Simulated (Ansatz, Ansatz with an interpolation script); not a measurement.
# Settings in Wannier-interpolated G0W0: SiO2 (I-42d)

Aim: vary the Wannier model and the GW settings for SiO2 (I-42d) and see what the interpolated bands lose.

Main program and level: Ansatz 0.2.0; maximally localised Wannier functions, LDA, plane waves, PAW; PAW set soft_1.

### Step 1. Starting point

The structure is tetragonal, space group I-42d (No. 122). The conventional cell has a = 4.748 Å, b = 4.748 Å, c = 7.488 Å, α = 90.00°, β = 90.00°, γ = 90.00°. Si has 4 O at 1.62 Å nearest. O has 2 Si at 1.62 Å nearest. Farther neighbours and most contacts between anions are not listed.

The cell and positions come from the Crystallography Open Database and are kept as given unless a step says otherwise.

### Step 2. Wannier model on 6×6×6

Contents of input.yaml:

```yaml
crystal:
  lattice:
    - [-2.37405, 2.37405, 3.744]
    - [2.37405, -2.37405, 3.744]
    - [2.37405, 2.37405, -3.744]
  atoms:
    - { symbol: Si, position: [0.0, 0.0, 0.0] }
    - { symbol: Si, position: [0.75, 0.25, 0.5] }
    - { symbol: O, position: [0.99838, 0.625, 0.87338] }
    - { symbol: O, position: [0.375, 0.24838, 0.37338] }
    - { symbol: O, position: [0.75162, 0.125, 0.12662] }
    - { symbol: O, position: [0.875, 0.00162, 0.62662] }
kpoints:
  mp_grid: { grid: [6, 6, 6] }
hamiltonian:
  xc: lda
  pseudopotentials: { kind: paw, azcp: { folder: soft_1 }, xc_functional: pbe }
scf:
  occupations: { method: fixed }
  n_extra_bands: 44
output:
  wannier:
    kmesh: [6, 6, 6]
    projections:
      - { species: O, l: p, shell: 2 }
      - { species: Si, l: s, shell: 3 }
      - { species: Si, l: p, shell: 3 }
    minimise: true
    write_hr: true
    seedname: w
    conv_tol: 1.0e-06
    max_iter: 20000
    stability_check: false
    disentanglement:
      window: [-2.22, 17.51]
      frozen_window: [-2.22, 9.63]
      conv_tol: 1.0e-08
```

The run is started by

```bash
$ ansatz run input.yaml --threads 3 --pin off --max-ram 92160MiB --backend cuda --events-out ev --progress --plain --runs-dir out --devices 1 --max-vram 13GiB
```

Numbers of over 12 decimals in the logs are rounded to 6 here.

What it wrote:

```text
scf.n_extra_bands = 44 over 16 filled bands (N_el = 32.0): the run solves 60 bands
GPUs: using 1 of 1 available (devices: 1).
Engine: ansatz 0.2.0, x86_64-unknown-linux-gnu
Pseudopotentials: kind: paw
Pseudopotential: Si, paw, valence charge 4, recommended cutoff 420 eV (normal), soft_1/Si.paw.azcp
Pseudopotential: O, paw, valence charge 6, recommended cutoff 420 eV (normal), soft_1/O.paw.azcp
Functional definition: SPW92
  exchange = slater_x
  correlation = pw_c
device memory: the entry about to start is reckoned to put 2.0 GiB on a device that reports 13.1 GiB free (of which the cap on the GPU budget leaves the run 13.0 GiB)
GPU FFT provider: cuFFT
GPU libraries: cuBLAS 13.8.2, cuFFT 12.4.0, cuSOLVER 12.3.4
Crystal: 6 atoms, lattice volume = 84.406 Å³
Basis set: ecut = 420 eV, 1637 PW (Γ)
Bands: 60, of which v1, the nominal top of the filled ones, is band 16 counted from 1 (15 counted from 0)
Symmetry: 8 space group operations
Space group: I-42d (ITA 122), of the structure as read, at distance tolerance 4.4e-5 Å
k-points: 30 of 216 (time reversal used)
Non-local potential: Si, projectors of the file, l = 0: 2, l = 1: 2, l = 2: 1
Non-local potential: O, projectors of the file, l = 0: 2, l = 1: 2, l = 2: 1
PAW form: soft (Blöchl's): semilocal exchange-correlation on the pseudo side does not see the compensation charge
PAW frozen core: Si, regenerated for the run's functional, and the local potential with it (the file was generated under x = pbe(κ = 0.804, μ = 0.219515), c = pbe(β = 0.066725))
PAW frozen core: O, regenerated for the run's functional, and the local potential with it (the file was generated under x = pbe(κ = 0.804, μ = 0.219515), c = pbe(β = 0.066725))
PAW one-centre angular grid: Si, 110 points (default); XC on 64 Gauss nodes
PAW one-centre angular grid: O, 110 points (default); XC on 64 Gauss nodes
Initial density: superposition of atomic densities (chi_scale 0.1, normalization cell, long waves kept (reshape's long-wave potential 0.00 eV rms))
Initial wavefunctions: pseudopotential atomic-orbital guess
GPU buffer pool allocated for 46656 grid points (all kernels)
GPU transforms: local potential and band sums: pruned to the plane-wave sphere, on 36×36×36
Functional: x = slater, c = lda
SCF iter   1: F=—  HF=-3448.427904 eV  |F-HF|=—  |Δ(HF+E_count)|=         —  Δρ=1.17e-1  dr2=1.03e1  ethr=3.10e-3  ⟨swp⟩=4.0  Hψ=6813  notcnv=0  defer=1229
preconditioner: auto → none  [insulator: Δε(μ)=7.286 eV  Ē_g=30.552 eV  n_scr=14 (ndim 8)  ℏωp=22.9 eV  f_vac=0.102  ε∞_Penn≈1.6]
SCF iter   2: F=—  HF=-3445.780164 eV  |F-HF|=—  |Δ(HF+E_count)|=    2.65e0  Δρ=6.36e-2  dr2=1.51e0  ethr=3.10e-3  ⟨swp⟩=3.0  Hψ=2832  notcnv=0  defer=1228
SCF iter   3: F=—  HF=-3445.362531 eV  |F-HF|=—  |Δ(HF+E_count)|=   4.18e-1  Δρ=1.86e-2  dr2=1.35e-1  ethr=3.10e-3  ⟨swp⟩=3.0  Hψ=2607  notcnv=0  defer=1240
SCF iter   4: F=—  HF=-3445.348491 eV  |F-HF|=—  |Δ(HF+E_count)|=   1.40e-2  Δρ=1.58e-3  dr2=7.52e-4  ethr=4.23e-4  ⟨swp⟩=2.3  Hψ=877  notcnv=0  defer=1259
SCF iter   5: F=—  HF=-3445.348746 eV  |F-HF|=—  |Δ(HF+E_count)|=   2.55e-4  Δρ=1.96e-4  dr2=1.07e-5  ethr=2.35e-6  ⟨swp⟩=2.3  Hψ=1175  notcnv=0  defer=1260
SCF iter   6: F=—  HF=-3445.348800 eV  |F-HF|=—  |Δ(HF+E_count)|=   5.43e-5  Δρ=2.14e-5  dr2=1.43e-7  ethr=3.34e-8  ⟨swp⟩=2.4  Hψ=2020  notcnv=0  defer=1118
SCF iter   7: F=-3445.348801 eV  HF=-3445.348801 eV  |F-HF|=1.55e-9  |Δ(HF+E_count)|=   8.36e-8  Δρ=3.11e-6  dr2=2.61e-9  ethr=3.13e-10  ⟨swp⟩=17.2  Hψ=16328  notcnv=0
SCF 1 converged in 7 iterations: F = -3445.348801 eV  dr2 = 2.61e-9
[...]
device memory: the entry about to start is reckoned to put 2.1 GiB (of the 2.2 GiB reckoned in all, the device holds 0.1 GiB already) on a device that reports 12.7 GiB free
NSCF: frozen V_eff on 30 k-points, pencils in batches of 32, up to order 240
[...]
device memory: the entry about to start is reckoned to put 2.2 GiB on a device that reports 12.4 GiB free
NSCF: frozen V_eff on 33 k-points
the Wannier pass solved 33 of the 216 points of its mesh, and has the states at the others by symmetry: states obtained by the crystal's operations at points that were solved too leave a residual of 2.05e-13 eV (read by the count's bands and the next), within 8.33e-6 eV
SCF converged after 7 iterations
Free energy (F): -3445.348801 eV
Harris-Foulkes:  -3445.348801 eV  (|F-HF|=1.55e-9)
Internal energy: -3445.348801 eV  (E = F + TS)
E sigma→0 (E₀):  -3445.348801 eV
Fermi energy:    0.804111 eV
--- Per-component energies (eV) ---
  E_band       = -181.126370
  E_kinetic    = 771.675525
  E_local      = -2183.366250  (includes V_loc(G=0)·N_el)
  E_nonlocal   = 263.900381
  E_hartree    = 807.171620
  E_xc         = -394.813832
  E_vxc        = -459.938420  (∫ρ·V_xc dr)
  E_paw        = -1581.775741  (= ΣΔE_a)
  E_vpaw       = -187.744145  (= ΣTr[D̂ρ^β])
  E_aug_tail   = 0.003432  (compensation charges beyond the density's cutoff)
  E_ewald      = -1128.700283
  E_core_change = 0.556347  (= ΣΔE_core)
  E_smearing   = -0.000000  (= −TS)
  E_closure    = -0.000000  (closes the sum)
  Σ components = -3445.348801   (vs F -3445.348801, Δ=0.00e0)
--- Band table (eV; the first three rows and the last of 30) ---
  k-point 0: bands = [... 12 lower, -0.5178, -0.2292, 0.8041, 0.8041, 6.6258, 9.2615, 11.8999, 11.8999, ... 40 higher]
  k-point 1: bands = [... 12 lower, -0.5315, -0.0641, 0.7542, 0.7589, 7.2631, 9.6885, 11.0781, 11.6682, ... 40 higher]
  k-point 2: bands = [... 12 lower, -0.3270, 0.1475, 0.6402, 0.6550, 8.6935, 10.5691, 10.5779, 10.9647, ... 40 higher]
  k-point 29: bands = [... 12 lower, -0.6973, -0.6973, 0.7012, 0.7012, 9.5984, 9.5984, 10.2797, 10.2797, ... 40 higher]
```

Elapsed: 8.1 s, on 1 × NVIDIA H100 80GB HBM3 (shared by 6 runs) with 3 threads of AMD EPYC 7R13 (Zen 3), shared host; peak memory 0.96 GiB.

Reading the cycles: dr2 is the Hartree energy of the density residual (eV), the measure of convergence; HF is the Harris–Foulkes estimate of the energy, which meets the free energy F at convergence.

The run ended with an error after its SCF cycle had converged; no result of it is taken.

### Step 3. Wannier model on 6×6×6

input.yaml: that of step 2 with these lines changed.

```diff
@@ -34,4 +34,4 @@
     disentanglement:
-      window: [-2.22, 17.51]
-      frozen_window: [-2.22, 9.63]
+      window: [-2.22, 21.31]
+      frozen_window: [-2.22, 10.63]
       conv_tol: 1.0e-08
```

What it wrote:

```text
scf.n_extra_bands = 44 over 16 filled bands (N_el = 32.0): the run solves 60 bands
GPUs: using 1 of 1 available (devices: 1).
Engine: ansatz 0.2.0, x86_64-unknown-linux-gnu
Pseudopotentials: kind: paw
Pseudopotential: Si, paw, valence charge 4, recommended cutoff 420 eV (normal), soft_1/Si.paw.azcp
Pseudopotential: O, paw, valence charge 6, recommended cutoff 420 eV (normal), soft_1/O.paw.azcp
Functional definition: SPW92
  exchange = slater_x
  correlation = pw_c
device memory: the entry about to start is reckoned to put 2.0 GiB on a device that reports 17.8 GiB free (of which the cap on the GPU budget leaves the run 13.0 GiB)
GPU FFT provider: cuFFT
GPU libraries: cuBLAS 13.8.2, cuFFT 12.4.0, cuSOLVER 12.3.4
Crystal: 6 atoms, lattice volume = 84.406 Å³
Basis set: ecut = 420 eV, 1637 PW (Γ)
Bands: 60, of which v1, the nominal top of the filled ones, is band 16 counted from 1 (15 counted from 0)
Symmetry: 8 space group operations
Space group: I-42d (ITA 122), of the structure as read, at distance tolerance 4.4e-5 Å
k-points: 30 of 216 (time reversal used)
Non-local potential: Si, projectors of the file, l = 0: 2, l = 1: 2, l = 2: 1
Non-local potential: O, projectors of the file, l = 0: 2, l = 1: 2, l = 2: 1
PAW form: soft (Blöchl's): semilocal exchange-correlation on the pseudo side does not see the compensation charge
PAW frozen core: Si, regenerated for the run's functional, and the local potential with it (the file was generated under x = pbe(κ = 0.804, μ = 0.219515), c = pbe(β = 0.066725))
[...]
NSCF: frozen V_eff on 30 k-points, pencils in batches of 32, up to order 240
[...]
device memory: the entry about to start is reckoned to put 2.2 GiB on a device that reports 18.4 GiB free (of which the cap on the GPU budget leaves the run 13.0 GiB)
NSCF: frozen V_eff on 33 k-points
the Wannier pass solved 33 of the 216 points of its mesh, and has the states at the others by symmetry: states obtained by the crystal's operations at points that were solved too leave a residual of 2.05e-13 eV (read by the count's bands and the next), within 8.33e-6 eV
SCF converged after 7 iterations
Free energy (F): -3445.348801 eV
Harris-Foulkes:  -3445.348801 eV  (|F-HF|=1.55e-9)
Internal energy: -3445.348801 eV  (E = F + TS)
E sigma→0 (E₀):  -3445.348801 eV
Fermi energy:    0.804111 eV
--- Per-component energies (eV) ---
  E_band       = -181.126370
  E_kinetic    = 771.675525
  E_local      = -2183.366250  (includes V_loc(G=0)·N_el)
  E_nonlocal   = 263.900381
  E_hartree    = 807.171620
  E_xc         = -394.813832
  E_vxc        = -459.938420  (∫ρ·V_xc dr)
  E_paw        = -1581.775741  (= ΣΔE_a)
  E_vpaw       = -187.744145  (= ΣTr[D̂ρ^β])
  E_aug_tail   = 0.003432  (compensation charges beyond the density's cutoff)
  E_ewald      = -1128.700283
  E_core_change = 0.556347  (= ΣΔE_core)
  E_smearing   = -0.000000  (= −TS)
  E_closure    = -0.000000  (closes the sum)
  Σ components = -3445.348801   (vs F -3445.348801, Δ=0.00e0)
--- Band table (eV; the first three rows and the last of 30) ---
  k-point 0: bands = [... 12 lower, -0.5178, -0.2292, 0.8041, 0.8041, 6.6258, 9.2615, 11.8999, 11.8999, ... 40 higher]
  k-point 1: bands = [... 12 lower, -0.5315, -0.0641, 0.7542, 0.7589, 7.2631, 9.6885, 11.0781, 11.6682, ... 40 higher]
  k-point 2: bands = [... 12 lower, -0.3270, 0.1475, 0.6402, 0.6550, 8.6935, 10.5691, 10.5779, 10.9647, ... 40 higher]
  k-point 29: bands = [... 12 lower, -0.6973, -0.6973, 0.7012, 0.7012, 9.5984, 9.5984, 10.2797, 10.2797, ... 40 higher]
```

Elapsed: 18 s, on 1 × NVIDIA H100 80GB HBM3 (shared by 6 runs) with 3 threads; peak memory 0.97 GiB.

The run ended with an error after its SCF cycle had converged; no result of it is taken.

### Step 4. Wannier model on 6×6×6

Localised functions give a small Hamiltonian that interpolates between mesh points at no cost.

input.yaml: that of step 3 with these lines changed.

```diff
@@ -34,4 +34,4 @@
     disentanglement:
-      window: [-2.22, 21.31]
-      frozen_window: [-2.22, 10.63]
+      window: [-8.17, 16.91]
+      frozen_window: [-8.17, 9.63]
       conv_tol: 1.0e-08
```

What it wrote:

```text
[...]
GPUs: using 1 of 1 available (devices: 1).
[...]
GPU FFT provider: cuFFT
GPU libraries: cuBLAS 13.8.2, cuFFT 12.4.0, cuSOLVER 12.3.4
Crystal: 6 atoms, lattice volume = 84.406 Å³
Basis set: ecut = 420 eV, 1637 PW (Γ)
Bands: 60, of which v1, the nominal top of the filled ones, is band 16 counted from 1 (15 counted from 0)
Symmetry: 8 space group operations
[...]
k-points: 30 of 216 (time reversal used)
[...]
GPU buffer pool allocated for 46656 grid points (all kernels)
[...]
SCF iter   1: F=—  HF=-3448.427904 eV  |F-HF|=—  |Δ(HF+E_count)|=         —  Δρ=1.17e-1  dr2=1.03e1  ethr=3.10e-3  ⟨swp⟩=4.0  Hψ=6813  notcnv=0  defer=1229
[...]
SCF iter   7: F=-3445.348801 eV  HF=-3445.348801 eV  |F-HF|=1.55e-9  |Δ(HF+E_count)|=   8.36e-8  Δρ=3.11e-6  dr2=2.61e-9  ethr=3.13e-10  ⟨swp⟩=17.2  Hψ=16328  notcnv=0
SCF 1 converged in 7 iterations: F = -3445.348801 eV  dr2 = 2.61e-9
[...]
NSCF: frozen V_eff on 30 k-points, pencils in batches of 32, up to order 240
[...]
NSCF: frozen V_eff on 33 k-points
[...]
SCF converged after 7 iterations
Free energy (F): -3445.348801 eV
[...]
Internal energy: -3445.348801 eV  (E = F + TS)
E sigma→0 (E₀):  -3445.348801 eV
Fermi energy:    0.804111 eV
[...]
--- Band table (eV; the first three rows and the last of 30) ---
  k-point 0: bands = [... 12 lower, -0.5178, -0.2292, 0.8041, 0.8041, 6.6258, 9.2615, 11.8999, 11.8999, ... 40 higher]
  k-point 1: bands = [... 12 lower, -0.5315, -0.0641, 0.7542, 0.7589, 7.2631, 9.6885, 11.0781, 11.6682, ... 40 higher]
  k-point 2: bands = [... 12 lower, -0.3270, 0.1475, 0.6402, 0.6550, 8.6935, 10.5691, 10.5779, 10.9647, ... 40 higher]
  k-point 29: bands = [... 12 lower, -0.6973, -0.6973, 0.7012, 0.7012, 9.5984, 9.5984, 10.2797, 10.2797, ... 40 higher]
Wannier search: line search 1 of at most 20000: gauge-dependent spread (as the search counts it) 10.7295730 Å², largest recent change 1.6e0 Å² against conv_tol 1.0e-6 Å², 0 stops escaped
```

It took 8 s on 1 × NVIDIA H100 80GB HBM3 (shared by 6 runs) with 3 threads; peak memory 0.97 GiB; 8.1 s of CPU time.

Numbers from this step:

| Item | Value |
| --- | --- |
| gauge-invariant spread | 19.73 Å² |
| diagonal spread | 0.01128 Å² |
| off-diagonal spread | 8.838 Å² |
| total spread | 28.58 Å² |
| least projectability | 0.2769 |
| localisation steps | 70 |
| disentanglement steps | 168 |
| r.m.s. interpolation error | 0.001838 eV |
| r.m.s. error near the gap | 0.002533 eV |

Near the gap the model misses directly solved bands by 2.5 meV r.m.s. and by 36 meV at most in the window tested. This tests the starting bands, not the corrections carried with them.

Frozen up to 8.82 eV; above it the model need not follow the bands. Electronic bands along the path, in eV, zero at the valence-band top:

```csv
point,band 13,band 14,band 15,band 16,band 17,band 18,band 19,band 20
Γ,-1.32,-1.03,0.00,0.00,5.82,8.46,11.19,11.19
halfway,-1.27,-0.75,-0.10,-0.10,7.13,9.38,10.50,10.59
X,-0.74,-0.74,-0.23,-0.23,9.29,9.29,10.09,10.09
halfway,-0.76,-0.76,-0.26,-0.26,9.28,9.28,10.17,10.17
P,-0.80,-0.80,-0.29,-0.29,9.28,9.28,10.27,10.27
halfway,-1.12,-0.79,-0.33,-0.15,8.64,9.42,9.94,10.27
N,-1.27,-0.68,-0.28,-0.18,8.21,9.24,10.01,10.06
halfway,-1.31,-0.87,-0.09,-0.08,6.77,9.08,10.23,10.54
Γ,-1.32,-1.03,0.00,0.00,5.82,8.46,11.19,11.19
halfway,-1.60,-1.06,-0.07,-0.07,6.96,8.93,9.93,9.93
M,-1.50,-1.50,-0.10,-0.10,8.79,8.79,9.48,9.48
halfway,-1.51,-1.32,-0.17,-0.11,8.91,9.01,9.36,9.56
S,-1.16,-1.02,-0.40,-0.13,8.84,9.33,9.64,9.86
jump to S0,-1.16,-1.02,-0.40,-0.13,8.84,9.33,9.64,9.86
halfway,-1.14,-0.85,-0.19,-0.09,7.07,9.39,10.23,11.09
Γ,-1.32,-1.03,0.00,0.00,5.82,8.46,11.19,11.19
jump to X,-0.74,-0.74,-0.23,-0.23,9.29,9.29,10.09,10.09
halfway,-0.75,-0.75,-0.26,-0.26,9.28,9.28,10.20,10.20
R,-0.86,-0.86,-0.28,-0.28,9.28,9.28,10.13,10.13
jump to G,-0.86,-0.86,-0.28,-0.28,9.28,9.28,10.13,10.13
halfway,-1.27,-1.27,-0.18,-0.18,9.11,9.11,9.48,9.48
M,-1.50,-1.50,-0.10,-0.10,8.79,8.79,9.48,9.48
```

The same for Kohn-Sham, solved directly:

```csv
point,band 13,band 14,band 15,band 16,band 17,band 18,band 19,band 20
Γ,-1.32,-1.03,0.00,0.00,5.82,8.46,11.10,11.10
X,-0.74,-0.74,-0.23,-0.23,9.25,9.25,9.94,9.94
P,-0.80,-0.80,-0.29,-0.29,9.24,9.24,9.70,9.70
N,-1.27,-0.68,-0.28,-0.18,8.21,8.95,9.79,10.00
Γ,-1.32,-1.03,0.00,0.00,5.82,8.46,11.10,11.10
M,-1.50,-1.50,-0.10,-0.10,8.79,8.79,9.48,9.48
S,-1.16,-1.02,-0.40,-0.13,8.84,9.10,9.44,9.75
S0,-1.16,-1.02,-0.40,-0.13,8.84,9.10,9.44,9.75
Γ,-1.32,-1.03,0.00,0.00,5.82,8.46,11.10,11.10
X,-0.74,-0.74,-0.23,-0.23,9.25,9.25,9.94,9.94
R,-0.86,-0.86,-0.28,-0.28,9.24,9.24,9.77,9.77
G,-0.86,-0.86,-0.28,-0.28,9.24,9.24,9.77,9.77
M,-1.50,-1.50,-0.10,-0.10,8.79,8.79,9.48,9.48
```

### Step 5. A faulty Wannier input

input.yaml: that of step 4 with these lines changed.

```diff
@@ -23,6 +23,3 @@
     kmesh: [6, 6, 6]
-    projections:
-      - { species: O, l: p, shell: 2 }
-      - { species: Si, l: s, shell: 3 }
-      - { species: Si, l: p, shell: 3 }
+    projections: [{ species: Si, l: p, shell: 3 }]
     minimise: true
```

What it wrote:

```text
scf.n_extra_bands = 44 over 16 filled bands (N_el = 32.0): the run solves 60 bands
GPUs: using 1 of 1 available (devices: 1).
Engine: ansatz 0.2.0, x86_64-unknown-linux-gnu
Pseudopotentials: kind: paw
Pseudopotential: Si, paw, valence charge 4, recommended cutoff 420 eV (normal), soft_1/Si.paw.azcp
Pseudopotential: O, paw, valence charge 6, recommended cutoff 420 eV (normal), soft_1/O.paw.azcp
Functional definition: SPW92
  exchange = slater_x
  correlation = pw_c
device memory: the entry about to start is reckoned to put 2.0 GiB on a device that reports 16.3 GiB free (of which the cap on the GPU budget leaves the run 13.0 GiB)
GPU FFT provider: cuFFT
GPU libraries: cuBLAS 13.8.2, cuFFT 12.4.0, cuSOLVER 12.3.4
Crystal: 6 atoms, lattice volume = 84.406 Å³
Basis set: ecut = 420 eV, 1637 PW (Γ)
Bands: 60, of which v1, the nominal top of the filled ones, is band 16 counted from 1 (15 counted from 0)
Symmetry: 8 space group operations
Space group: I-42d (ITA 122), of the structure as read, at distance tolerance 4.4e-5 Å
k-points: 30 of 216 (time reversal used)
Non-local potential: Si, projectors of the file, l = 0: 2, l = 1: 2, l = 2: 1
Non-local potential: O, projectors of the file, l = 0: 2, l = 1: 2, l = 2: 1
PAW form: soft (Blöchl's): semilocal exchange-correlation on the pseudo side does not see the compensation charge
PAW frozen core: Si, regenerated for the run's functional, and the local potential with it (the file was generated under x = pbe(κ = 0.804, μ = 0.219515), c = pbe(β = 0.066725))
[...]
NSCF: frozen V_eff on 33 k-points
the Wannier pass solved 33 of the 216 points of its mesh, and has the states at the others by symmetry: states obtained by the crystal's operations at points that were solved too leave a residual of 2.05e-13 eV (read by the count's bands and the next), within 8.33e-6 eV
SCF converged after 7 iterations
Free energy (F): -3445.348801 eV
Harris-Foulkes:  -3445.348801 eV  (|F-HF|=1.55e-9)
Internal energy: -3445.348801 eV  (E = F + TS)
E sigma→0 (E₀):  -3445.348801 eV
Fermi energy:    0.804111 eV
--- Per-component energies (eV) ---
  E_band       = -181.126370
  E_kinetic    = 771.675525
  E_local      = -2183.366250  (includes V_loc(G=0)·N_el)
  E_nonlocal   = 263.900381
  E_hartree    = 807.171620
  E_xc         = -394.813832
  E_vxc        = -459.938420  (∫ρ·V_xc dr)
  E_paw        = -1581.775741  (= ΣΔE_a)
  E_vpaw       = -187.744145  (= ΣTr[D̂ρ^β])
  E_aug_tail   = 0.003432  (compensation charges beyond the density's cutoff)
  E_ewald      = -1128.700283
  E_core_change = 0.556347  (= ΣΔE_core)
  E_smearing   = -0.000000  (= −TS)
  E_closure    = -0.000000  (closes the sum)
  Σ components = -3445.348801   (vs F -3445.348801, Δ=0.00e0)
--- Band table (eV; the first three rows and the last of 30) ---
  k-point 0: bands = [... 12 lower, -0.5178, -0.2292, 0.8041, 0.8041, 6.6258, 9.2615, 11.8999, 11.8999, ... 40 higher]
  k-point 1: bands = [... 12 lower, -0.5315, -0.0641, 0.7542, 0.7589, 7.2631, 9.6885, 11.0781, 11.6682, ... 40 higher]
  k-point 2: bands = [... 12 lower, -0.3270, 0.1475, 0.6402, 0.6550, 8.6935, 10.5691, 10.5779, 10.9647, ... 40 higher]
  k-point 29: bands = [... 12 lower, -0.6973, -0.6973, 0.7012, 0.7012, 9.5984, 9.5984, 10.2797, 10.2797, ... 40 higher]
WARN: one of the run's output files is refused, and neither it nor the files that depend on it are written in full: <dir> frozen window holds 14 > num_wann = 6 bands at ik = 0 (ik counts from 0, the k-points of the .win, .mmn and .eig files from 1)
```

Wall time 12 s (1 × NVIDIA H100 80GB HBM3 (shared by 6 runs) with 3 threads); peak memory 0.96 GiB.

The run ended with an error after its SCF cycle had converged; no result of it is taken.

The fault put into this input: trial orbitals that do not span the target bands.

[end of part 1 of 2]

[Paths, hosts, dates, memory and timing lines, banners, echoed tables and standing remarks are left out of the program output.]

[Logs are printed without paths, hosts, clocks, repeated set-up lines and the standing remarks that a program may print on its own settings, such as how far it seeks lower states.]

[Runs of the session that timed out or met a known fault of the program may be left out.]

[Hosts, paths, dates, database ids (printed as entryN), source tags and the programs' standing remarks are cut or masked in the printed files.]
